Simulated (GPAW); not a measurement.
# OH/Ni(100): work function by functional and basis, part 3 of 3

How far do functional and basis move the work function of OH/Ni(100)?

GPAW 26.7.0; GPAW, PAW setups; slab in vacuum, relaxation (the session's first sound run).

So far, upper work function (eV): step 2 (relaxation, PBE, GPAW) 2.41; step 6 (self-consistent run: xc = "revPBE") 2.28; step 7 (self-consistent run: xc = "LDA") 2.65; step 8 (self-consistent run: xc = "RPBE") 2.31; step 9 (real-space grid: mode = "fd", PBE, GPAW) 2.42.

### Step 10. Atomic orbitals: mode = "lcao"

Atom-centred orbitals end a few angstrom from the surface, which tests how much the density's tail matters.

Input file run.py:

```python
import json
import numpy as np
from ase import Atoms
from gpaw import GPAW

slab = Atoms(
    ['Ni', 'Ni', 'Ni', 'Ni', 'O', 'H'],
    positions=[
        [1.24451, 1.24451, 8.00000],
        [0.00000, 0.00000, 9.76000],
        [1.24451, 1.24451, 11.52000],
        [-0.00000, 0.00000, 13.28713],
        [-0.00000, 0.00000, 15.07796],
        [-0.00000, -0.00000, 16.04494]],
    cell=[[2.48902, 0.0, 0.0], [0.0, 2.48902, 0.0], [0.0, 0.0, 24.16]],
    pbc=[True, True, False],
    magmoms=[0.7, 0.7, 0.7, 0.7, 0.0, 0.0])

slab.calc = GPAW(mode='lcao', basis='dzp', h=0.18, xc='PBE', kpts={'size': (13, 13, 1), 'gamma': True},
                 occupations={'name': 'fermi-dirac', 'width': 0.1}, nbands='120%',
                 convergence={'density': 1e-05}, maxiter=200,
                 poissonsolver={'dipolelayer': 'xy'},
                 symmetry={'tolerance': 1e-3}, txt='slab.txt')
result = {}
energy = slab.get_potential_energy()
fermi = slab.calc.get_fermi_level()
v = slab.calc.get_electrostatic_potential().mean((0, 1)) - fermi
n = slab.calc.get_pseudo_density().mean((0, 1))
L = slab.cell[2, 2]
z = np.arange(len(v)) * L / len(v)
low, high = slab.positions[:, 2].min(), slab.positions[:, 2].max()
below, above = np.interp([low - 5.8, high + 5.8], z, v)
slopes = [np.interp(x, z, np.gradient(v, z)) for x in (low - 5.8, high + 5.8)]
eps = np.array([[slab.calc.get_eigenvalues(k, s) for k in range(len(slab.calc.get_ibz_k_points()))]
                for s in range(slab.calc.get_number_of_spins())]) - fermi
top, bottom = eps[eps < 0].max(), eps[eps > 0].min()
dipole = slab.get_dipole_moment()[2]
print(f'energy {energy:.4f} eV, Fermi level {fermi:.4f} eV, dipole {dipole:.5f} e A')
print(f'potential 5.8 A off the faces, from the Fermi level: lower {below:.4f} eV, upper {above:.4f} eV')
print(f'slope of the potential there: lower {slopes[0]:.5f}, upper {slopes[1]:.5f} eV/A')
print(f'nearest levels on the mesh: {top:.4f} and {bottom:.4f} eV')
print('magnetic moment', round(slab.get_magnetic_moment(), 3))
result.update(energy=energy, fermi=fermi, dipole=dipole, below=below, above=above, slopes=slopes, edges=[top, bottom],
              z=z.tolist(), v=v.tolist(), n=n.tolist(), positions=slab.positions.tolist(),
              forces=slab.get_forces(apply_constraint=False).tolist(), moments=slab.get_magnetic_moments().tolist())
json.dump(result, open('result.json', 'w'))
```

Command:

```sh
$ OMP_NUM_THREADS=1 OPENBLAS_NUM_THREADS=1 python run.py
```

The job ended after 68 min (1 thread of Arm Neoverse V1, shared host; peak memory 0.34 GiB).

Numbers from this step:

```yaml
dipole_along_the_normal: 0.09541 e·Å
levels_nearest_the_fermi_level_on_the_mesh: -0.01053, 0.001902 eV from the Fermi level
upper_work_function: 2.151 eV
lower_work_function: 4.938 eV
site_moments: 0.7735, 0.6819, 0.6547, 0.9399, 0.2851, 0.003081 μB
sum_of_the_site_moments: 3.338 μB
```

The upper face's work function is 2.151 eV, against 2.412 eV in the first plane-wave PBE run at this geometry.

### Step 11. All levels side by side

Times are for 1 thread of Arm Neoverse V1, shared host. Results by setting:

```
no.         run  upper work function (eV)  lower work function (eV)    time  memory (GiB)
  1          pw                     2.412                     4.968  15 min          0.43
  2  optPBE vdW                     2.799                     5.131  18 min          0.56
  3      revPBE                     2.283                     4.827  20 min          0.43
  4         LDA                     2.648                     5.316  17 min          0.42
  5        RPBE                     2.315                     4.803  17 min          0.43
  6          fd                     2.416                     4.962  39 min           1.4
  7        lcao                     2.151                     4.938  68 min          0.34
```

### Step 12. Side by side

Results and costs are gathered.

This step: comparison of work functions, dipole and cost (GPAW 26.7.0).

Ladder, by row:

```
      step  code  work function, upper (eV)  work function, lower (eV)  dipole (e Å)  wall time (s)  peak memory (GiB)  threads
        pw  GPAW                      2.412                      4.968       0.08669            915               0.43        1
optPBE-vdW  GPAW                      2.799                      5.131       0.07899           1061               0.56        1
    revPBE  GPAW                      2.283                      4.827       0.08627           1221               0.43        1
       LDA  GPAW                      2.648                      5.316       0.09049           1026               0.42        1
      RPBE  GPAW                      2.315                      4.803       0.08437           1008               0.43        1
        fd  GPAW                      2.416                      4.962       0.08714           2332               1.35        1
      lcao  GPAW                      2.151                      4.938       0.09541           4098               0.34        1
```

### Step 13. A changed run

One more run, with changed settings.

This step: GPAW, PAW setups; slab in vacuum (GPAW 26.7.0).

run.py: that of step 10 with these lines changed.

```diff
@@ -3,3 +3,3 @@
 from ase import Atoms
-from gpaw import GPAW
+from gpaw import GPAW, PW
 
@@ -18,5 +18,5 @@
 
-slab.calc = GPAW(mode='lcao', basis='dzp', h=0.18, xc='PBE', kpts={'size': (13, 13, 1), 'gamma': True},
-                 occupations={'name': 'fermi-dirac', 'width': 0.1}, nbands='120%',
-                 convergence={'density': 1e-05}, maxiter=200,
+slab.calc = GPAW(mode=PW(500), xc='PBE', kpts={'size': (13, 13, 1), 'gamma': True},
+                 occupations={'name': 'fermi-dirac', 'width': 0.1}, nbands='80%',
+                 convergence={'density': 1e-05}, maxiter=50,
                  poissonsolver={'dipolelayer': 'xy'},
```

The job ended after 1 s (1 thread; peak memory 0.1 GiB).

The input was rejected at the start.

The program's message: “ValueError: Too few bands! Electrons: 71.0, bands: 80%”

The change that led to it: nbands = "80 % of the filled bands".

### Step 14. Summary of results

| Property | Result |
| --- | --- |
| work function, upper and lower face | 2.412 and 4.968 eV |
| dipole along the normal | 0.0867 e Å |

What this shows: With plane waves and PBE the work function is 2.41 eV on the upper face and 4.97 eV on the lower. The two faces differ by 2.6 eV, the step that the slab's dipole makes (e p/(ε0 A) gives 2.5 eV), so the dipole layer is needed. Over the sound runs of the table the upper face's work function spans 2.151 (lcao) to 2.799 eV (optPBE-vdW). Atomic orbitals miss the plane-wave value by -0.26 eV, since they describe the tail of the density in the vacuum poorly. The cell of 6.20 Å² holds one OH, started on one chosen site; other sites and coverages weren't tried. One magnetic start was tried; another order may lie lower. The in-plane lattice was kept as typed, which isn't the functional's own and leaves some strain; spin-orbit coupling and temperature are left out.

[Logs are printed without paths, hosts, clocks, repeated set-up lines and the standing remarks that a program may print on its own settings, such as how far it seeks lower states.]

[Hosts, paths, dates, database ids (printed as entryN), source tags and the programs' standing remarks are cut or masked in the printed files.]
